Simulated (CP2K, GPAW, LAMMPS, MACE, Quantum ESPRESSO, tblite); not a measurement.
# Running amorphous Ge (65 atoms) with GPAW

Aim: run amorphous Ge (65 atoms) in GPAW and see how near its forces come to a plane-wave reference, and at what cost.

Program: GPAW 26.7.0. Level of theory: the method is named at each step. Results are calculated unless marked as measured.

### Step 1. The structure

The cell holds 65 atoms: 65 Ge. Its edges and angles: a = 11.613 Å, b = 11.613 Å, c = 11.613 Å, α = 90.0°, β = 90.0°, γ = 90.0°. 65 atoms (65 Ge) placed at random at 5.01 g/cm³, melted at 3500 K for 10 ps at fixed volume with the Tersoff potential (Tersoff, Phys. Rev. B 39, 5566 (1989)). Quenched from 3500 K to 700 K at 5 K/ps and fixed volume, held 5 ps, then minimised at fixed cell.

The yardstick, on the same geometry:

```
method                 : Kohn-Sham DFT, PBE, SSSP efficiency 1.3.0 pseudopotentials, plane waves (Quantum ESPRESSO 7.5); sssp-pbe-1.3.0-efficiency, cutoffs 45/360 Ry, Γ point
r.m.s. force component : 0.1851 eV/Å
longest force          : 0.6546 eV/Å
pressure               : 1.265 GPa
time                   : 14 min on 1 thread of Arm Neoverse V1, shared host
CPU time               : 14 min
```

### Step 2. PBE, LCAO dzp, h 0.2 Å

Method: Kohn-Sham DFT, PBE, PAW, atomic orbitals (dzp).

run.py reads:

```python
import numpy as np
from ase.io import read
from gpaw import GPAW, FermiDirac

atoms = read("structure.xyz")
atoms.calc = GPAW(
    mode="lcao",
    basis="dzp",
    h=0.2,
    xc="PBE",
    kpts={"size": (1, 1, 1), "gamma": True},
    occupations=FermiDirac(0.05),
    maxiter=200,
    symmetry={"point_group": False},
    txt="gpaw.txt",
)
energy = atoms.get_potential_energy(force_consistent=True)
forces = atoms.get_forces()
print(f"energy {energy:.6f} eV")
print("forces (eV/A)")
for i, (a, f) in enumerate(zip(atoms, forces)):
    print(f"{i:4d} {a.symbol:2s} {f[0]:10.5f} {f[1]:10.5f} {f[2]:10.5f}")
print(f"Fermi level {atoms.calc.get_fermi_level():.4f} eV")
for k in range(len(atoms.calc.get_ibz_k_points())):
    for s in range(atoms.calc.get_number_of_spins()):
        e = atoms.calc.get_eigenvalues(kpt=k, spin=s)
        n = np.searchsorted(e, atoms.calc.get_fermi_level())
        print(f"k {k} spin {s} levels about the Fermi level:", np.round(e[max(n - 6, 0):n], 4).tolist(), "|", np.round(e[n:n + 6], 4).tolist())
```

structure.xyz reads:

```xyz
65
Lattice="11.61260 0.00000 0.00000 0.00000 11.61260 0.00000 0.00000 0.00000 11.61260" Properties=species:S:1:pos:R:3 pbc="T T T"
Ge 2.50008 1.08276 8.37408
Ge 1.69428 0.47426 2.11361
Ge 9.83309 3.81218 7.31513
Ge 4.98041 11.35155 10.69195
Ge 11.50809 8.03975 10.76674
Ge 11.13021 10.98912 2.17016
Ge 7.82387 11.56150 7.15615
Ge 10.53031 4.10122 9.67306
Ge 2.47952 4.16753 1.06058
Ge 0.47948 6.44604 6.89115
Ge 1.86696 8.00097 2.69261
Ge 8.37698 1.93698 0.17907
Ge 0.94376 0.31656 10.11783
Ge 6.04517 2.06124 3.34942
Ge 8.66730 5.83173 1.68058
Ge 7.67895 2.53491 7.21456
Ge 7.06534 5.65371 9.69594
Ge 2.08934 8.60970 0.25815
Ge 5.55686 11.21661 6.37741
Ge 6.40412 6.78989 1.88391
Ge 7.80994 7.25555 7.82387
Ge 11.07110 2.09282 11.14322
Ge 2.35202 5.66695 3.09406
Ge 11.58032 10.43044 7.09007
Ge 2.56557 5.03615 10.26113
Ge 2.63606 10.99388 0.09093
Ge 3.68700 3.62917 6.21704
Ge 0.43861 5.97190 9.40098
Ge 0.65820 2.63954 1.60056
Ge 1.65723 4.76953 5.41960
Ge 4.46133 1.42498 5.09886
Ge 1.17624 0.84226 6.34362
Ge 3.61988 3.36823 8.64744
Ge 9.60130 6.29937 6.14887
Ge 5.96353 2.02152 11.09607
Ge 11.10432 8.65557 2.91209
Ge 6.71824 9.58574 10.79635
Ge 0.04494 2.95587 5.80618
Ge 5.36154 9.14899 5.01734
Ge 9.90752 11.34075 0.00267
Ge 8.27990 9.63254 8.82093
Ge 4.82016 5.31996 2.97248
Ge 9.30378 8.42924 4.63250
Ge 6.08280 3.41050 9.03333
Ge 7.79159 0.65065 2.29302
Ge 1.63401 8.61028 6.64194
Ge 9.58365 10.68162 5.66637
Ge 4.82120 3.18952 1.48920
Ge 10.71425 2.87249 3.59828
Ge 5.57242 7.34532 6.68386
Ge 9.13087 4.76198 3.93737
Ge 8.04451 9.92099 1.18959
Ge 5.35608 5.18526 5.38534
Ge 5.86088 7.29097 11.13277
Ge 4.19819 10.88914 8.37884
Ge 9.74680 0.61245 3.71917
[... 5 atom lines left out ...]
Ge 10.77266 10.07753 9.51211
Ge 3.67434 8.43052 8.12058
Ge 2.89293 9.28300 4.55609
Ge 7.14837 8.69319 3.30297
```

Started as:

```bash
$ OMP_NUM_THREADS=1 python run.py > output.txt
```

The program printed:

```text
energy -271.978299 eV
forces (eV/A)
   0 Ge    0.03427    0.17650   -0.29330
   1 Ge    0.33279    0.08799    0.12510
   2 Ge   -0.07438    0.34034    0.51265
   3 Ge   -0.36018   -0.02121    0.17109
   4 Ge    0.03233    0.05740   -0.10566
   5 Ge    0.47434   -0.02321   -0.31328
   6 Ge    0.28504   -0.05700    0.04849
   7 Ge   -0.38280   -0.33956   -0.07737
   8 Ge    0.00735   -0.15377   -0.28761
   9 Ge   -0.07493    0.15159   -0.05451
  10 Ge   -0.19063    0.16948   -0.38167
  11 Ge   -0.09501    0.12489    0.04654
  12 Ge    0.18747    0.10417    0.27118
  13 Ge   -0.54269   -0.18483   -0.09905
  14 Ge    0.09444   -0.13552    0.30051
  15 Ge    0.13585   -0.31362   -0.08028
  16 Ge    0.10219   -0.06397   -0.10074
  17 Ge   -0.22741   -0.04798    0.32458
  18 Ge    0.14691    0.19457   -0.19053
  19 Ge   -0.05025    0.20597    0.08848
  20 Ge    0.16836   -0.21026    0.01888
  21 Ge    0.23597   -0.25921   -0.21987
  22 Ge   -0.11605   -0.19469    0.06615
  23 Ge    0.23755    0.10132    0.21860
[...]
57 Ge   -0.18647    0.19117   -0.08468
  58 Ge    0.00606   -0.23399   -0.02657
  59 Ge   -0.15988   -0.11125   -0.24776
  60 Ge    0.28084   -0.12998    0.09921
  61 Ge   -0.02225   -0.24846   -0.30366
  62 Ge   -0.07154   -0.09433    0.21650
  63 Ge    0.30715   -0.19457   -0.03048
  64 Ge    0.13237    0.26370   -0.24407
Fermi level 5.1297 eV
k 0 spin 0 levels about the Fermi level: [4.4761, 4.5463, 4.6303, 4.8427, 4.9593, 5.0587] | [5.1906, 5.4448, 5.5684, 5.6325, 5.7622, 5.9247]
```

gpaw.txt:

```text
Input parameters:
  mode=LCAO(),
  basis={'default': 'dzp'},
  h=0.2,
  kpts=MonkhorstPack(size=(1, 1, 1), gamma=True),
  maxiter=200,
  occupations=Occupations(name='fermi-dirac', width=0.05, fixmagmom=False),
  symmetry=Symmetry(point_group=False),
  xc=XC(name='PBE')
Unit cell  # Å
| periodic |         x |         y |         z |   lengths |    angles |
|----------|-----------|-----------|-----------|-----------|-----------|
|      yes | 11.612600 |  0.000000 |  0.000000 | 11.612600 | 90.000000 |
|      yes |  0.000000 | 11.612600 |  0.000000 | 11.612600 | 90.000000 |
|      yes |  0.000000 |  0.000000 | 11.612600 | 11.612600 | 90.000000 |
Number of symmetries: 1
Symmetry operations  # r_c * U_cc + t_c -> r_c
|   | kind |            matrix            |
|---|------|------------------------------|
| 0 |  E   |  1, 0, 0,  0, 1, 0,  0, 0, 1 |
BZ-sampling:
  Number of BZ points: 1
  Number of IBZ points: 1
  Monkhorst-Pack size: [1, 1, 1]
  Monkhorst-Pack shift: [0, 0, 0]
[... lines left out ...]
  Fermi-Dirac:
[... lines left out ...]
xc functional:
  name: PBE with 2 nearest neighbor stencil
interpolation: tri-quintic # 5. degree polynomial
Initialization done in: 11.887 s
convergence criteria:
- Maximum [total energy] change in last 3 cyles: 0.0005 eV / valence electron
- Maximum integral of absolute [dens]ity change: 0.0001 electrons / valence electron
- Maximum integral of absolute [eigenst]ate change: 4e-08 eV^2 / valence electron
maximum number of iterations: 200
SCF iterations
|iter     |      energy | eigst |  dens |
|---------|-------------|-------|-------|
|iter:   1| -272.271920 |      c|       |
|iter:   2| -272.171134 |      c| -1.05 |
|iter:   3| -276.237054 |      c| -1.08 |
|iter:   4| -279.134548 |      c| -1.29 |
|iter:   5| -272.354581 |      c| -1.15 |
|iter:   6| -271.995940 |      c| -1.81 |
|iter:   7| -271.943515 |      c| -2.10 |
|iter:   8| -271.926725c|      c| -2.37 |
|iter:   9| -271.923231c|      c| -2.58 |
|iter:  10| -271.919048c|      c| -2.71 |
|iter:  11| -271.918179c|      c| -3.03 |
|iter:  12| -271.917778c|      c| -3.36 |
|iter:  13| -271.917875c|      c| -3.59 |
|iter:  14| -271.917830c|      c| -4.04c|
Converged in 14 steps
SCF loop duration: 181.747 s (12.982 s/step)
Energy contributions relative to reference atoms: (reference = -3711346.460413)
Energy contributions:
  Kinetic:         915.054563
  Coulomb:        -827.767581
  Zero:              0.765126
  External:          0.000000
  Xc:             -359.909469
  Entropy:          -0.120938
  Spinorbit:         0.000000
  ----------------------------
  Free energy:    -271.978299
  Extrapolated:   -271.917830
dipole moment: (42.257572, 39.769277, -46.204563)  # |e|*Ang
Fermi level: 5.130
Eigenvalues  # (at kpt = [0.000, 0.000, 0.000])
| band index |      eig [eV] | occ [0-2] |
|------------|---------------|-----------|
|          0 |        -7.260 |     2.000 |
|        ... |               |           |
|        122 |         4.320 |     2.000 |
|        123 |         4.345 |     2.000 |
[...]
|        137 |         6.080 |     0.000 |
|        ... |               |           |
|        159 |         7.709 |     0.000 |
Gap: 0.132 eV
Transition (v -> c):
  (s=0, k=0, n=129, [0.00, 0.00, 0.00]) -> (s=0, k=0, n=130, [0.00, 0.00, 0.00])
No difference between direct/indirect transitions
Force computation time: 28.446  # s
timing:  # [seconds]
  Total:  222.108  # ━━━━━━━━━━━━━━━━━━━━━━━━━━━━━━━━━━━━━━━━━━━━━━━━━━━━━━━━
  Init:    11.887  # ━━━
  SCF:    181.747  # ━━━━━━━━━━━━━━━━━━━━━━━━━━━━━━━━━━━━━━━━━━━━━━
  Forces:  28.446  # ━━━━━━━
```

It took 3.7 min on 1 thread of Arm Neoverse V1, shared host; peak memory 1.6 GiB.

Banners, paths, timers and routine set-up lines are dropped from the logs unmarked, and long logs keep their key lines alone; longer cuts are marked.

Numbers from this run, and their distance from the reference:

```
r.m.s. force component                  : 0.2029 eV/Å
r.m.s. difference of force components   : 41.44 meV/Å
longest difference of force vectors     : 127.7 meV/Å
force difference over r.m.s. force      : 22.38 %
slope of forces against the reference's : 1.075
correlation of force components         : 0.9813
```

Local excerpt of 9 atoms (numbers count through the whole input) about Ge34, which bears the longest force; x, y, z are measured from there.

| atom | x | y | z | distance (Å) | bonds | Fx | Fy | Fz (eV/Å) |
| --- | --- | --- | --- | --- | --- | --- | --- | --- |
| Ge34 | 0.00 | 0.00 | 0.00 | 0.00 | 5 | 0.27 | -0.62 | -0.07 |
| Ge10 | 2.49 | 0.15 | 0.74 | 2.60 | 4 | -0.07 | 0.15 | -0.05 |
| Ge43 | -0.30 | 2.13 | -1.52 | 2.63 | 4 | -0.20 | -0.08 | -0.10 |
| Ge21 | -1.79 | 0.96 | 1.68 | 2.63 | 4 | 0.17 | -0.21 | 0.02 |
| Ge51 | -0.47 | -1.54 | -2.21 | 2.73 | 4 | 0.07 | 0.16 | 0.09 |
| Ge3 | 0.23 | -2.49 | 1.17 | 2.76 | 4 | -0.07 | 0.34 | 0.51 |
| Ge61 | -2.42 | -2.69 | -1.18 | 3.81 | 4 | 0.28 | -0.13 | 0.10 |
| Ge38 | 2.06 | -3.34 | -0.34 | 3.94 | 4 | 0.05 | -0.09 | 0.11 |
| Ge30 | 3.67 | -1.53 | -0.73 | 4.04 | 4 | 0.09 | -0.11 | -0.12 |

Atoms are counted from 1 here, from 0 in the log.

Forces lie 22 % from the reference's, at 0.26 times its CPU time.

### Step 3. PBE, LCAO dzp, h 0.2 Å, other mixer settings

Method: Kohn-Sham DFT, PBE, PAW, atomic orbitals (dzp).

Changes to run.py since step 2:

```diff
@@ -2,3 +2,3 @@
 from ase.io import read
-from gpaw import GPAW, FermiDirac
+from gpaw import GPAW, FermiDirac, Mixer
 
@@ -12,2 +12,3 @@
     occupations=FermiDirac(0.05),
+    mixer=Mixer(0.03, 7, 100),
     maxiter=200,
```

structure.xyz is that of step 2.

The program printed:

```text
energy -271.978298 eV
forces (eV/A)
   0 Ge    0.03501    0.17412   -0.29478
   1 Ge    0.33217    0.09003    0.12426
   2 Ge   -0.07546    0.33616    0.51454
   3 Ge   -0.36124   -0.02141    0.17131
   4 Ge    0.03316    0.05661   -0.10591
   5 Ge    0.47417   -0.02422   -0.31489
   6 Ge    0.28659   -0.05734    0.05075
   7 Ge   -0.38409   -0.33870   -0.07652
   8 Ge    0.00706   -0.15280   -0.28669
   9 Ge   -0.07375    0.15195   -0.05391
  10 Ge   -0.19033    0.16855   -0.38112
  11 Ge   -0.09567    0.12346    0.04678
[...]
60 Ge    0.28112   -0.13044    0.10094
  61 Ge   -0.02126   -0.24917   -0.30520
  62 Ge   -0.07246   -0.09366    0.21629
  63 Ge    0.30751   -0.19275   -0.03031
  64 Ge    0.13383    0.26232   -0.24403
Fermi level 5.1297 eV
k 0 spin 0 levels about the Fermi level: [4.476, 4.5464, 4.6303, 4.8427, 4.9594, 5.0586] | [5.1906, 5.4448, 5.5683, 5.6325, 5.7621, 5.9247]
```

gpaw.txt:

```text
Input parameters:
  mode=LCAO(),
  basis={'default': 'dzp'},
  h=0.2,
  kpts=MonkhorstPack(size=(1, 1, 1), gamma=True),
  maxiter=200,
  mixer=Pulay(name='pulay', nmaxold=7, beta=0.03, weight=100, sigma=0.015, g_ss=None),
  occupations=Occupations(name='fermi-dirac', width=0.05, fixmagmom=False),
[... lines left out ...]
  Fermi-Dirac:
[... lines left out ...]
convergence criteria:
- Maximum [total energy] change in last 3 cyles: 0.0005 eV / valence electron
[... lines left out ...]
Converged in 20 steps
[... lines left out ...]
  Free energy:    -271.978298
[... lines left out ...]
Fermi level: 5.130
[... lines left out ...]
|          0 |        -7.260 |     2.000 |
|        ... |               |           |
|        122 |         4.320 |     2.000 |
|        123 |         4.345 |     2.000 |
[...]
|        137 |         6.080 |     0.000 |
|        ... |               |           |
|        159 |         7.709 |     0.000 |
Gap: 0.132 eV
Transition (v -> c):
  (s=0, k=0, n=129, [0.00, 0.00, 0.00]) -> (s=0, k=0, n=130, [0.00, 0.00, 0.00])
No difference between direct/indirect transitions
Force computation time: 29.065  # s
timing:  # [seconds]
  Total:  302.867  # ━━━━━━━━━━━━━━━━━━━━━━━━━━━━━━━━━━━━━━━━━━━━━━━━━━━━━━━━
  Init:    15.955  # ━━━
  SCF:    257.817  # ━━━━━━━━━━━━━━━━━━━━━━━━━━━━━━━━━━━━━━━━━━━━━━━╸
  Forces:  29.065  # ━━━━━╸
```

It took 5.1 min on 1 thread; peak memory 1.5 GiB.

Numbers from this run, and their distance from the reference:

```yaml
r_m_s_force_component: 0.2029 eV/Å
r_m_s_difference_of_force_components: 41.2 meV/Å
longest_difference_of_force_vectors: 126.5 meV/Å
force_difference_over_r_m_s_force: 22.25 %
slope_of_forces_against_the_reference_s: 1.076
correlation_of_force_components: 0.9816
energy_less_the_same_level_run_s: 0 meV/atom
r_m_s_force_difference_from_the_same_level_run: 1.169 meV/Å
```

Against the first run (22 %), the force difference from the reference is 22 %, at 1.4 times the CPU time (20 SCF steps against 14): another solver or mixer reaches the same state.

### Step 4. PBE, LCAO sz(dzp), h 0.2 Å

Method: Kohn-Sham DFT, PBE, PAW, atomic orbitals (sz(dzp)).

Changes to run.py since step 3:

```diff
@@ -2,3 +2,3 @@
 from ase.io import read
-from gpaw import GPAW, FermiDirac, Mixer
+from gpaw import GPAW, FermiDirac
 
@@ -7,3 +7,3 @@
     mode="lcao",
-    basis="dzp",
+    basis="sz(dzp)",
     h=0.2,
@@ -12,3 +12,2 @@
     occupations=FermiDirac(0.05),
-    mixer=Mixer(0.03, 7, 100),
     maxiter=200,
```

structure.xyz is that of step 3.

The program printed:

```text
energy -255.144661 eV
forces (eV/A)
   0 Ge    0.09220    0.26665   -0.25336
   1 Ge    0.47164    0.04265    0.19268
   2 Ge   -0.07266    0.42400    0.48223
   3 Ge   -0.39423   -0.00767    0.28060
   4 Ge   -0.05049   -0.04060   -0.18125
   5 Ge    0.59891   -0.11733   -0.34828
   6 Ge    0.40038    0.07400    0.20701
   7 Ge   -0.31516   -0.45381   -0.04625
   8 Ge   -0.06875   -0.13099   -0.56482
   9 Ge   -0.10275    0.17353   -0.04914
  10 Ge   -0.16305    0.33904   -0.46866
  11 Ge   -0.16208    0.26996   -0.01075
[...]
60 Ge    0.36589   -0.18521    0.10657
  61 Ge   -0.07413   -0.23000   -0.40975
  62 Ge   -0.06474   -0.14935    0.29545
  63 Ge    0.33501   -0.29375   -0.03711
  64 Ge    0.11330    0.41844   -0.18768
Fermi level 5.0025 eV
k 0 spin 0 levels about the Fermi level: [4.2773, 4.3605, 4.462, 4.694, 4.7857, 4.9318] | [5.0688, 5.3529, 5.4958, 5.6014, 5.716, 5.8761]
```

gpaw.txt:

```text
Input parameters:
  mode=LCAO(),
  basis={'default': 'sz(dzp)'},
  h=0.2,
  kpts=MonkhorstPack(size=(1, 1, 1), gamma=True),
  maxiter=200,
  occupations=Occupations(name='fermi-dirac', width=0.05, fixmagmom=False),
  symmetry=Symmetry(point_group=False),
  xc=XC(name='PBE')
[... lines left out ...]
  Fermi-Dirac:
[... lines left out ...]
convergence criteria:
- Maximum [total energy] change in last 3 cyles: 0.0005 eV / valence electron
[... lines left out ...]
Converged in 14 steps
[... lines left out ...]
  Free energy:    -255.144661
[... lines left out ...]
Fermi level: 5.002
[... lines left out ...]
|          0 |        -7.586 |     2.000 |
|        ... |               |           |
|        122 |         4.128 |     2.000 |
|        123 |         4.138 |     2.000 |
[...]
|        137 |         6.063 |     0.000 |
|        ... |               |           |
|        159 |         7.930 |     0.000 |
Gap: 0.137 eV
Transition (v -> c):
  (s=0, k=0, n=129, [0.00, 0.00, 0.00]) -> (s=0, k=0, n=130, [0.00, 0.00, 0.00])
No difference between direct/indirect transitions
Force computation time: 5.717  # s
timing:  # [seconds]
  Total:  65.810  # ━━━━━━━━━━━━━━━━━━━━━━━━━━━━━━━━━━━━━━━━━━━━━━━━━━━━━━━━━
  Init:    9.738  # ━━━━━━━━╸
  SCF:    50.325  # ━━━━━━━━━━━━━━━━━━━━━━━━━━━━━━━━━━━━━━━━━━━╸
  Forces:  5.717  # ━━━━━
```

Run time: 67 s. Hardware: 1 thread; peak memory 1.2 GiB.

Numbers from this run, and their distance from the reference:

```yaml
r_m_s_force_component: 0.2632 eV/Å
r_m_s_difference_of_force_components: 139.3 meV/Å
longest_difference_of_force_vectors: 490.6 meV/Å
force_difference_over_r_m_s_force: 75.26 %
slope_of_forces_against_the_reference_s: 1.227
correlation_of_force_components: 0.8633
```

This is a coarse setting, run to see what it loses.

Against the first run (22 %), the force difference from the reference is 75 %, at 0.30 times the CPU time, with 260 basis functions against 845: the smaller basis costs accuracy.

### Step 5. Side by side

Differences are against the plane-wave reference, forces as r.m.s. over components; share is that over the reference's r.m.s. force, slope the least-squares factor from reference forces to these. Total energies of different programs have different zeros and aren't compared.

| run | Δ force, r.m.s. (meV/Å) | share (%) | slope | cores | CPU time | memory (GiB) |
| --- | --- | --- | --- | --- | --- | --- |
| reference | - | - | - | 1 | 14 min | 4.4 |
| GPAW PBE, LCAO dzp, h 0.2 Å | 41.4 | 22.4 | 1.075 | 1 | 3.7 min | 1.6 |
| GPAW PBE, LCAO dzp, h 0.2 Å, other mixer settings | 41.2 | 22.3 | 1.076 | 1 | 5.1 min | 1.5 |
| GPAW PBE, LCAO sz(dzp), h 0.2 Å (coarse) | 139 | 75.3 | 1.227 | 1 | 67 s | 1.2 |

Rows marked coarse were listed beforehand as settings not expected to be converged; some can still land near the reference.

CPU time is summed over cores on a shared host, where runs went side by side, so it is rough. Symmetry, cutoffs, thresholds, outputs and thread counts weren't matched or tuned between programs; memory under MPI is the largest rank's times the ranks.

Within one program, basis, potentials and functional, energies share a zero. Each run against its twin at the usual cutoff or grid and solver:

| run | twin | Δ energy (meV/atom) | Δ force, r.m.s. (meV/Å) | CPU time over the twin's |
| --- | --- | --- | --- | --- |
| GPAW PBE, LCAO dzp, h 0.2 Å, other mixer settings | LCAO dzp, h 0.2 Å | 0 | 1.17 | 1.4 |

### Step 6. Results

```
nearest in forces : a tie at 22 % of 2 runs: GPAW PBE, LCAO dzp, h 0.2 Å; GPAW PBE, LCAO dzp, h 0.2 Å, other mixer settings
```

What this shows: The PBE runs in local orbitals, coarse settings apart, differ by 22 % in each run; basis, grid and potentials can all enter. Runs with settings chosen to be coarse differ by 75 % (GPAW PBE, LCAO sz(dzp), h 0.2 Å), their programs' other errors included. Of the electronic-structure runs that take under half the reference's CPU time, GPAW PBE, LCAO dzp, h 0.2 Å, other mixer settings is among the nearest, at 22 % in 5.1 min against 14 min. The potentials hold different valence shells: 910 electrons in the reference, 260 in GPAW; this bears on time and differences. GPAW's setups keep the filled d shell of Ge in the core. The quench rate of 5 K/ps is many orders above laboratory rates, so the cell is likely richer in defects and strain than a real sample. The network of bonds at the start is that of the classical potential that made the cell, and needn't be the one that DFT or experiment would give. The electronic-structure runs sample only Γ, in a cell whose shortest periodic width is 12 Å, which is coarse for a cell with partly filled levels.

[Also dropped from logs without a mark: logging warnings of Python, and SIESTA's first energy breakdown and zero terms.]

[Logs are printed without paths, hosts, clocks, repeated set-up lines and the standing remarks that a program may print on its own settings, such as how far it seeks lower states.]

[Hosts, paths, dates, database ids (printed as entryN), source tags and the programs' standing remarks are cut or masked in the printed files.]
